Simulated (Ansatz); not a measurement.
# 1T-TaO2 monolayer in a perpendicular field

Wanted: the out-of-plane response of the 1T-TaO2 monolayer. A positive field points along +c.

Method: plane-wave DFT, PBE-D3(BJ), Ansatz PAW, in Ansatz 0.2.0.

## (1) Starting point

The cell holds 3 atoms: 2 O and 1 Ta. Cell: a = 3.184 Å, b = 3.184 Å, c = 35.953 Å, α = 90.0°, β = 90.0°, γ = 120.0°. Vacuum lies along c.

## (2) Relaxing the slab

The starting cell is a guess, so the in-plane lattice and the atoms are relaxed first, with the slab cut off from its images along the normal.

Contents of input.yaml:

```yaml
crystal:
  lattice:
    - [3.18449, 0.0, 0.0]
    - [-1.592245, 2.7578492381, 0.0]
    - [0.0, 0.0, 35.9525696572]
  atoms:
    - { symbol: O, position: [0.6666666667, 0.3333333333, 0.4658915944] }
    - { symbol: Ta, position: [0.0, 0.0, 0.5], spin: 1.0 }
    - { symbol: O, position: [0.3333333333, 0.6666666667, 0.5341084056] }
  periodic: [true, true, false]
magnetization:
  spin_polarized: true
kpoints:
  mp_grid: { grid: [12, 12, 1] }
hamiltonian:
  xc: pbe
  dispersion: d3bj
scf:
  occupations: { method: fermi_dirac, width: 0.05 }
  convergence: { dr2_threshold: 1.0e-09 }
relax:
  f_tol: 0.004
  max_steps: 90
  cell: {}
output:
  write_potential: true
  write_density: true
  volumetric_format: npy
```

The run is started by

```console
> ansatz run input.yaml --threads 2 --pin off --max-ram 3072MiB --backend cpu --events-out ev --progress --plain --runs-dir out
```

Numbers of over 12 decimals in the logs are rounded to 6 here.

Output:

```text
Warning: relax.cell: scf.convergence.dr2_threshold = 1e-9 eV is looser than the 1.93465395373e-10 eV advised for a relaxation that steers and ends on the stress (1e-10 eV for each atom of the cell: 3, times the square of relax.cell.stress_2d_tol = 0.05 N/m over 12.5 Å (the atoms' height at the walk's start and 5 Å past either face), 4.015e-2 GPa, over a crystal's default 0.05). What an SCF threshold leaves in a stress goes as its square root, and in the free energy as the threshold itself, and one threshold admits the most on a small cell: [figures from the program's tests cut] Set scf.convergence.dr2_threshold to 1.93465395373e-10 eV or tighter. [rest of the remark cut]
Engine: ansatz 0.2.0, aarch64-unknown-linux-gnu
Pseudopotentials: kind: paw
Pseudopotential: O, paw, valence charge 6, recommended cutoff 420 eV (normal), O.paw.azcp
Pseudopotential: Ta, paw, valence charge 13, recommended cutoff 420 eV (normal), Ta.paw.azcp
Functional definition: PBE
  parameter kappa = 0.804
  parameter beta = 0.066725
  exchange = pbe_x(kappa = kappa, mu = beta*pi^2/3)
  correlation = pbe_c(beta = beta)
Crystal: 3 atoms, lattice volume = 315.748 Å³
Basis set: ecut = 420 eV, 6229 PW (Γ), exchange–correlation on 48×48×486 points (8 copies of the dense FFT grid, shifted against one another)
Bands: 17, of which v1, the nominal top of the filled ones, is band 13 counted from 1 (12 counted from 0)
Symmetry: 12 space group operations
Space group: P-3m1 (ITA 164), of the structure as read, at distance tolerance 6.8e-5 Å
Magnetic group: BNS 164.85 (UNI 1315), of the structure as read, at distance tolerance 6.8e-5 Å
k-points: 19 of 144
Non-local potential: O, projectors of the file, l = 0: 2, l = 1: 2, l = 2: 1
Non-local potential: Ta, projectors of the file, l = 0: 3, l = 1: 2, l = 2: 2, l = 3: 1
PAW form: soft (Blöchl's): semilocal exchange-correlation on the pseudo side does not see the compensation charge
PAW one-centre angular grid: O, 110 points (default); XC on 64 Gauss nodes
PAW one-centre angular grid: Ta, 590 points (default); XC on 64 Gauss nodes
Initial density: superposition of atomic densities (neutral atoms: chi_scale 0, normalization atom)
Starting moments: Σ|m| = 1 μB on 1 of 3 sites
Initial wavefunctions: pseudopotential atomic-orbital guess
Functional: x = pbe(κ = 0.804, μ = 0.219515), c = pbe(β = 0.066725)
SCF iter   1: F=—  HF=-11071.411606 eV  |F-HF|=—  |Δ(HF+E_count)|=         —  Δρ=2.95e-2 (↑2.95e-2 ↓2.77e-2)  dr2=1.30e1  dr2_m=3.77e-2  M=0.574 μB ∫|m|=0.599 μB  β_m=0.30  ethr=3.10e-3  ⟨swp⟩=11.8  Hψ=5133  notcnv=0
Mixer restart at iter 1: flushing history
preconditioner: auto → LDOS  [metal: Δε(μ)=0.030 eV  Ē_g=8.779 eV  σ=0.050 eV  W_gap=0.15  n_scr=20 (ndim 8)  ℏωp=7.5 eV  f_vac=0.834  D(μ)=1.18/eV (n_scr^D=8)]
spin=Collinear: LDOS preconditioning applied to the charge; magnetization (m = ρ↑ − ρ↓) channel mixes plain (no charge-response kernel on spin).
SCF iter   2: F=—  HF=-11069.421846 eV  |F-HF|=—  |Δ(HF+E_count)|=    1.99e0  Δρ=1.58e-2 (↑1.58e-2 ↓1.42e-2)  dr2=3.96e0  dr2_m=1.87e-2  M=0.549 μB ∫|m|=0.574 μB  β_m=0.47  ethr=3.10e-3  ⟨swp⟩=4.1  Hψ=1889  notcnv=0  defer=1
SCF iter   3: F=—  HF=-11068.722096 eV  |F-HF|=—  |Δ(HF+E_count)|=   7.00e-1  Δρ=3.96e-3 (↑3.96e-3 ↓3.83e-3)  dr2=7.09e-2  dr2_m=3.21e-3  M=0.476 μB ∫|m|=0.501 μB  β_m=0.60  ethr=3.10e-3  ⟨swp⟩=4.6  Hψ=1886  notcnv=0  defer=3
SCF iter   4: F=—  HF=-11068.753105 eV  |F-HF|=—  |Δ(HF+E_count)|=         —  Δρ=2.16e-3 (↑2.16e-3 ↓1.44e-3)  dr2=9.09e-3  dr2_m=7.61e-3  M=0.304 μB ∫|m|=0.314 μB  β_m=0.60  ethr=2.84e-4  ⟨swp⟩=4.2  Hψ=1816  notcnv=0
SCF iter   5: F=—  HF=-11068.755810 eV  |F-HF|=—  |Δ(HF+E_count)|=   2.71e-3  Δρ=1.08e-3 (↑1.08e-3 ↓9.88e-4)  dr2=2.32e-4  dr2_m=2.99e-3  M=0.251 μB ∫|m|=0.257 μB  β_m=0.80  ethr=3.64e-5  ⟨swp⟩=3.4  Hψ=1479  notcnv=0
SCF iter   6: F=—  HF=-11068.758335 eV  |F-HF|=—  |Δ(HF+E_count)|=   2.52e-3  Δρ=4.11e-4 (↑3.37e-4 ↓4.11e-4)  dr2=1.74e-4  dr2_m=3.80e-4  M=0.148 μB ∫|m|=0.149 μB  β_m=0.88  ethr=9.30e-7  ⟨swp⟩=4.4  Hψ=1919  notcnv=0
SCF iter   7: F=—  HF=-11068.758940 eV  |F-HF|=—  |Δ(HF+E_count)|=   6.05e-4  Δρ=2.05e-4 (↑1.89e-4 ↓2.05e-4)  dr2=1.12e-5  dr2_m=1.09e-4  M=0.083 μB ∫|m|=0.084 μB  β_m=0.94  ethr=6.96e-7  ⟨swp⟩=3.2  Hψ=1373  notcnv=0
SCF iter   8: F=—  HF=-11068.759168 eV  |F-HF|=—  |Δ(HF+E_count)|=   2.28e-4  Δρ=6.50e-5 (↑6.24e-5 ↓6.50e-5)  dr2=1.83e-6  dr2_m=1.11e-5  M=0.011 μB ∫|m|=0.011 μB  β_m=0.97  ethr=4.49e-8  ⟨swp⟩=5.2  Hψ=2189  notcnv=0
SCF iter   9: F=—  HF=-11068.759173 eV  |F-HF|=—  |Δ(HF+E_count)|=   5.28e-6  Δρ=2.37e-5 (↑2.37e-5 ↓2.37e-5)  dr2=3.55e-7  dr2_m=1.52e-6  M=-0.011 μB ∫|m|=0.011 μB  β_m=0.92  ethr=7.33e-9  ⟨swp⟩=4.9  Hψ=2057  notcnv=0
SCF iter  10: F=—  HF=-11068.759177 eV  |F-HF|=—  |Δ(HF+E_count)|=   3.72e-6  Δρ=6.49e-6 (↑6.49e-6 ↓5.89e-6)  dr2=3.33e-8  dr2_m=9.54e-8  M=-0.002 μB ∫|m|=0.003 μB  β_m=0.92  ethr=1.42e-9  ⟨swp⟩=4.6  Hψ=1857  notcnv=0
SCF iter  11: F=—  HF=-11068.759177 eV  |F-HF|=—  |Δ(HF+E_count)|=   2.70e-7  Δρ=1.33e-6 (↑1.15e-6 ↓1.33e-6)  dr2=1.32e-9  dr2_m=3.76e-9  M=-0.000 μB ∫|m|=0.000 μB  β_m=0.96  ethr=1.33e-10  ⟨swp⟩=4.5  Hψ=1821  notcnv=0
SCF iter  12: F=—  HF=-11068.759177 eV  |F-HF|=—  |Δ(HF+E_count)|=   2.52e-8  Δρ=1.50e-7 (↑1.50e-7 ↓9.86e-8)  dr2=1.01e-10  dr2_m=6.40e-12  M=0.000 μB ∫|m|=0.000 μB  β_m=0.98  ethr=5.26e-12  ⟨swp⟩=5.2  Hψ=2059  notcnv=0
SCF iter  13: F=-11068.759177 eV  HF=-11068.759177 eV  |F-HF|=4.73e-11  |Δ(HF+E_count)|=  5.97e-10  Δρ=4.21e-8 (↑2.98e-8 ↓4.21e-8)  dr2=3.22e-12  dr2_m=2.47e-12  M=0.000 μB ∫|m|=0.000 μB  ethr=1.00e-12  ⟨swp⟩=8.1  Hψ=4652  notcnv=0
WARN: the starting moments were not kept: the SCF closed with an absolute magnetisation of 2.7e-5 μB, where they sum to 1 μB in size (1 site). That is at most 0.1 of that sum. Measured as dr2_m measures the in/out step, that magnetisation stands 1.3e-10 eV from none, at or under the dr2_threshold of 1.0e-9 eV: it is no larger than a step whose dr2_m would equal this threshold. The system may hold no moment; this SCF  [...]
SCF 1 converged in 13 iterations: F = -11068.759177 eV  dr2 = 3.22e-12
  greatest PAW one-centre occupation: 0.999 electrons in one spin orbital (limit 2), on the Ta atom at site 1 (counted from 0), in its partial waves of l = 0
relax step   1: F+E_penalty+E_count = -11068.75917749 eV  Δ(F+E_penalty+E_count) = +0.000e0 eV  max|allowed force component| = 2.714e0 eV/Å  Δτ_max = 0.0000 Å  P = -14.825 N/m  Ω = 315.748 Å³  fix = [c, alpha, beta]  reactions: c +0.000 N/m  (13 SCF iters, accepted)
Crystal: 3 atoms, lattice volume = 301.359 Å³
[...]
relax step   6: F+E_penalty+E_count = -11069.50496774 eV  Δ(F+E_penalty+E_count) = -4.185e-3 eV  max|allowed force component| = 1.041e-2 eV/Å  Δτ_max = 0.0096 Å  P = -0.123 N/m  Ω = 287.304 Å³  energy of the carried Pulay correction = +1.530e-2 eV  fix = [c, alpha, beta]  reactions: c -0.000 N/m  (10 SCF iters, accepted)
[...]
relax step   7: F+E_penalty+E_count = -11069.50514447 eV  Δ(F+E_penalty+E_count) = -1.767e-4 eV  max|allowed force component| = 7.289e-4 eV/Å  Δτ_max = 0.0002 Å  P = -0.000 N/m  Ω = 287.037 Å³  energy of the carried Pulay correction = +1.545e-2 eV  fix = [c, alpha, beta]  reactions: c -0.000 N/m  (8 SCF iters, accepted)
[...]
relax step   8: F+E_penalty+E_count = -11069.49677754 eV  Δ(F+E_penalty+E_count) = +8.367e-3 eV  max|allowed force component| = 4.922e-4 eV/Å  Δτ_max = 0.0000 Å  P = -0.255 N/m  Ω = 287.037 Å³  fix = [c, alpha, beta]  reactions: c -0.000 N/m  stress off target by 2.55e-1 N/m on what of the cell is left free  SCF on the basis re-selected at this cell (its energy is not comparable with the rows above)  (6 SCF iters)
[...]
relax step   9: F+E_penalty+E_count = -11069.49733780 eV  Δ(F+E_penalty+E_count) = -5.603e-4 eV  max|allowed force component| = 1.459e-3 eV/Å  Δτ_max = 0.0020 Å  P = -0.017 N/m  Ω = 286.331 Å³  energy of the carried Pulay correction = +3.913e-4 eV  fix = [c, alpha, beta]  reactions: c -0.000 N/m  (9 SCF iters, accepted)
iter 1 solved again at ethr=1.91e-7 eV; its pass at ethr=3.10e-3 eV (dr2=4.79e-5 eV) is discarded
SCF iter   1: F=—  HF=-11069.496886 eV  |F-HF|=—  |Δ(HF+E_count)|=         —  Δρ=3.60e-6 (↑3.60e-6 ↓3.59e-6)  dr2=2.28e-8  dr2_m=2.35e-12  M=-0.000 μB ∫|m|=0.000 μB  β_m=0.65  ethr=1.91e-7  ⟨swp⟩=6.8  Hψ=9190  notcnv=0
eigensolver tolerance schedule: the retry pair's looser diagonalisation over-reported the residual by 2100.69 of it (diagonalisation noise at 0.15 of the residual, at the tolerance the schedule requests for it); recorded, not acted on — ethr = c·dr2/N_el stays at c = 1.0e-1
preconditioner: auto → LDOS  [metal: Δε(μ)=0.079 eV  Ē_g=12.098 eV  σ=0.050 eV  W_gap=0.37  n_scr=18 (ndim 8)  ℏωp=9.0 eV  f_vac=0.850  D(μ)=2.48/eV (n_scr^D=14)]
spin=Collinear: LDOS preconditioning applied to the charge; magnetization (m = ρ↑ − ρ↓) channel mixes plain (no charge-response kernel on spin).
SCF iter   2: F=—  HF=-11069.497019 eV  |F-HF|=—  |Δ(HF+E_count)|=   1.33e-4  Δρ=1.21e-6 (↑1.21e-6 ↓1.21e-6)  dr2=4.04e-9  dr2_m=8.70e-13  M=-0.000 μB ∫|m|=0.000 μB  β_m=0.54  ethr=9.11e-11  ⟨swp⟩=5.4  Hψ=2126  notcnv=0
SCF iter   3: F=—  HF=-11069.497019 eV  |F-HF|=—  |Δ(HF+E_count)|=   1.42e-8  Δρ=5.51e-7 (↑5.48e-7 ↓5.51e-7)  dr2=6.32e-10  dr2_m=4.56e-13  M=-0.000 μB ∫|m|=0.000 μB  β_m=0.71  ethr=1.62e-11  ⟨swp⟩=3.3  Hψ=1180  notcnv=0
SCF iter   4: F=-11069.497019 eV  HF=-11069.497019 eV  |F-HF|=2.76e-10  |Δ(HF+E_count)|=   1.51e-9  Δρ=7.83e-8 (↑7.56e-8 ↓7.83e-8)  dr2=2.90e-11  dr2_m=7.11e-14  M=-0.000 μB ∫|m|=0.000 μB  ethr=2.53e-12  ⟨swp⟩=14.3  Hψ=6132  notcnv=0
the starting moments were not kept: the SCF closed with an absolute magnetisation of 3.4e-6 μB, where they sum to 1 μB in size (1 site). That is at most 0.1 of that sum. Measured as dr2_m measures the in/out step, that magnetisation stands 2.2e-12 eV from none, at or under the dr2_threshold of 1.0e-9 eV: it is no larger than a step whose dr2_m would equal this threshold.
SCF 10 converged in 4 iterations: F = -11069.497019 eV  dr2 = 2.90e-11
relax step  10: F+E_penalty+E_count = -11069.49701897 eV  Δ(F+E_penalty+E_count) = +3.188e-4 eV  max|allowed force component| = 1.419e-3 eV/Å  Δτ_max = 0.0000 Å  P = -0.024 N/m  Ω = 286.331 Å³  fix = [c, alpha, beta]  reactions: c -0.000 N/m  stress off target by 2.42e-2 N/m on what of the cell is left free  SCF on the basis re-selected at this cell (its energy is not comparable with the rows above)  (4 SCF iters)
basis re-selected at this cell: Δ(F+E_penalty+E_count) = +3.188e-4 eV, ΔP = -0.007 N/m vs the last step (what re-selecting the basis moved, of the pressure what is left beyond the Pulay correction that the steps carried, after the strain that the cell walked since its last selection, with what the two solves' SCF thresholds leave and, on support functions, any second-order correction that the steps lacked; it is no m [...]
WARN: The output density's exchange-correlation potential varies sharply where the density is thin. Do not read a vacuum level from v_tot or v_xc, or from such a field of the output density. On a cell that repeats whose density bears no net charge and no dipole along the vacuum's axis use v_es (v_loc + v_h of the components); under efield.dipole_correction with no amplitude use v_es + v_field, which holds any externa [...]
SCF converged after 4 iterations
Magnetization: -0.0000 μB (12.5000 up, 12.5000 down)
Absolute magnetization: 0.0000 μB (∫|ρ↑−ρ↓|, with the PAW one-centre terms)
Spin contamination: 0.0000 ħ² per cell (⟨S²⟩ above its minimum at these occupations)
Per-site moments (μB) at R_I (Å): [(-2.0752567475988084e-7, 0.858156), (-1.3198931802710443e-6, 0.858156), (-2.075256747330541e-7, 0.858156)]
Free energy (F): -11069.497019 eV
Harris-Foulkes:  -11069.497019 eV  (|F-HF|=2.76e-10)
Internal energy: -11069.477437 eV  (E = F + TS)
E sigma→0 (E₀):  -11069.487228 eV
Entropy (-TS):   -0.019582 eV (-6.527 meV/atom)
Fermi energy:    -5.079499 eV
--- Per-component energies (eV) ---
  E_band       = -638.810154
  E_kinetic    = 715.222476
  E_local      = -57649.401149  (includes V_loc(G=0)·N_el)
  E_nonlocal   = 109.819054
  E_hartree    = 28380.539698
  E_xc         = -365.498294
  E_vxc        = -391.585936  (∫ρ·V_xc dr)
  E_paw        = -8712.437765  (= ΣΔE_a)
  E_vpaw       = -183.948901  (= ΣTr[D̂ρ^β])
  E_aug_tail   = 0.005108  (compensation charges beyond the density's cutoff)
  E_ewald      = 26452.681467
  E_disp       = -0.408031  (pairwise vdW)
  E_smearing   = -0.019582  (= −TS)
  E_closure    = 0.000000  (closes the sum)
  Σ components = -11069.497019   (vs F -11069.497019, Δ=0.00e0)
--- Forces (eV/Å), atoms counted from 1 ---
  atom   1  O      0.00000000     0.00000000    -0.00141920
  atom   2  Ta     0.00000000     0.00000000     0.00000000
  atom   3  O      0.00000000    -0.00000000     0.00141920
  max |Σ_I F_I| component: 9.25e-18 eV/Å
--- 2D stress c σ (N/m, compression-positive) ---
       -0.024209       0.000000       0.000000
        0.000000      -0.024209       0.000000
        0.000000       0.000000      -0.000000
  P = ½ c Tr σ = -0.0242 N/m
--- Band table (eV; the first three rows and the last of 38) ---
  k-point 0 ↑: bands = [... 9 lower, -9.6559, -9.1462, -9.1462, -4.9210, -4.9210, -3.4421, -2.3110, -0.4617]
  k-point 1 ↑: bands = [... 9 lower, -9.5720, -9.4650, -9.2806, -4.9645, -4.7218, -3.4232, -2.0066, -0.6412]
  k-point 2 ↑: bands = [... 9 lower, -10.4047, -9.5695, -9.2192, -5.1187, -4.2275, -3.3649, -1.3865, -0.7399]
  k-point 18 ↓: bands = [... 9 lower, -10.5174, -10.5174, -9.8821, -4.1057, -3.6071, -3.6071, 0.6722, 0.6722]
  the weakly bound empty levels are not read free of the cell's end (no_gap_told)
--- Relaxed structure (8 steps of the walk, 7 accepted, 2 SCFs on fresh bases) ---
  F+E_penalty+E_count = -11069.49701897 eV   max|allowed force component| = 1.419e-3 eV/Å   (the final SCF, on the basis selected at the relaxed cell)
  cell:  # Å, volume = 286.3307 Å³
    - [3.032520, 0.0, 0]
    - [-1.516260, 2.626239, 0]
    - [0, 0, 35.9525696572]
  atoms:
    - { symbol: O, position: [0.666667, 0.333333, 0.468746] }
    - { symbol: Ta, position: [0, 0, 0.5] }
    - { symbol: O, position: [0.333333, 0.666667, 0.531254] }
```

Elapsed: 64 s, on 2 threads of Arm Neoverse V2, shared host; peak memory 0.65 GiB.

The steps of the relaxation:

| step | energy less that of the first step (eV) | largest force component (eV/Å) | volume (Å³) |
| --- | --- | --- | --- |
| 1 | 0.0000 | 2.7144 | 315.75 |
| 2 | -0.6505 | 0.5712 | 301.36 |
| 3 | -0.7181 | 0.1498 | 296.21 |
| 4 | -0.4417 | 1.9422 | 266.94 |
| 5 | -0.7416 | 0.0141 | 290.13 |
| 6 | -0.7458 | 0.0104 | 287.30 |
| 7 | -0.7460 | 0.0007 | 287.04 |
| 8* | -0.7376 | 0.0005 | 287.04 |
| 9 | -0.7382 | 0.0015 | 286.33 |
| 10* | -0.7378 | 0.0014 | 286.33 |

Relaxation steps marked * repeat the geometry before them on a plane-wave basis chosen anew for their cell, so energy and pressure can jump there. Relaxation step 4 was tried and not accepted.

The run keeps the 12 symmetry operations that it works with, so distortions that break them were not tested.

| cell as run | before | after | change |
| --- | --- | --- | --- |
| a (Å) | 3.184 | 3.033 | -4.8 % |
| b (Å) | 3.184 | 3.033 | -4.8 % |

The atoms that moved most (Å, along periodic axes as changes of fractional coordinates times the final cell, across vacuum about the mean position):

| atom | dx | dy | dz | length |
| --- | --- | --- | --- | --- |
| O3 | 0.000 | 0.000 | -0.103 | 0.103 |
| O1 | 0.000 | 0.000 | 0.103 | 0.103 |

The relaxed structure:

```xyz
3
Lattice="3.0325 0.0000 0.0000 -1.5163 2.6262 0.0000 0.0000 0.0000 35.9526" Properties=species:S:1:pos:R:3
O     1.5163    0.8754   16.8526
Ta    0.0000    0.0000   17.9763
O     0.0000    1.7508   19.0999
```

This step gave:

* energy at zero smearing: -11069.4872 eV

The lattice constant a goes from 3.184 to 3.033 Å.

[end of part 1 of 2]

[Logs are printed without paths, hosts, clocks, repeated set-up lines and the standing remarks that a program may print on its own settings, such as how far it seeks lower states.]

[Hosts, paths, dates, database ids (printed as entryN), source tags and the programs' standing remarks are cut or masked in the printed files.]

[Maps of the electrostatic potential energy from Ansatz leave out the sawtooth potential of an applied field or a dipole correction, so their vacuum need not be flat; planar profiles and work functions include it.]
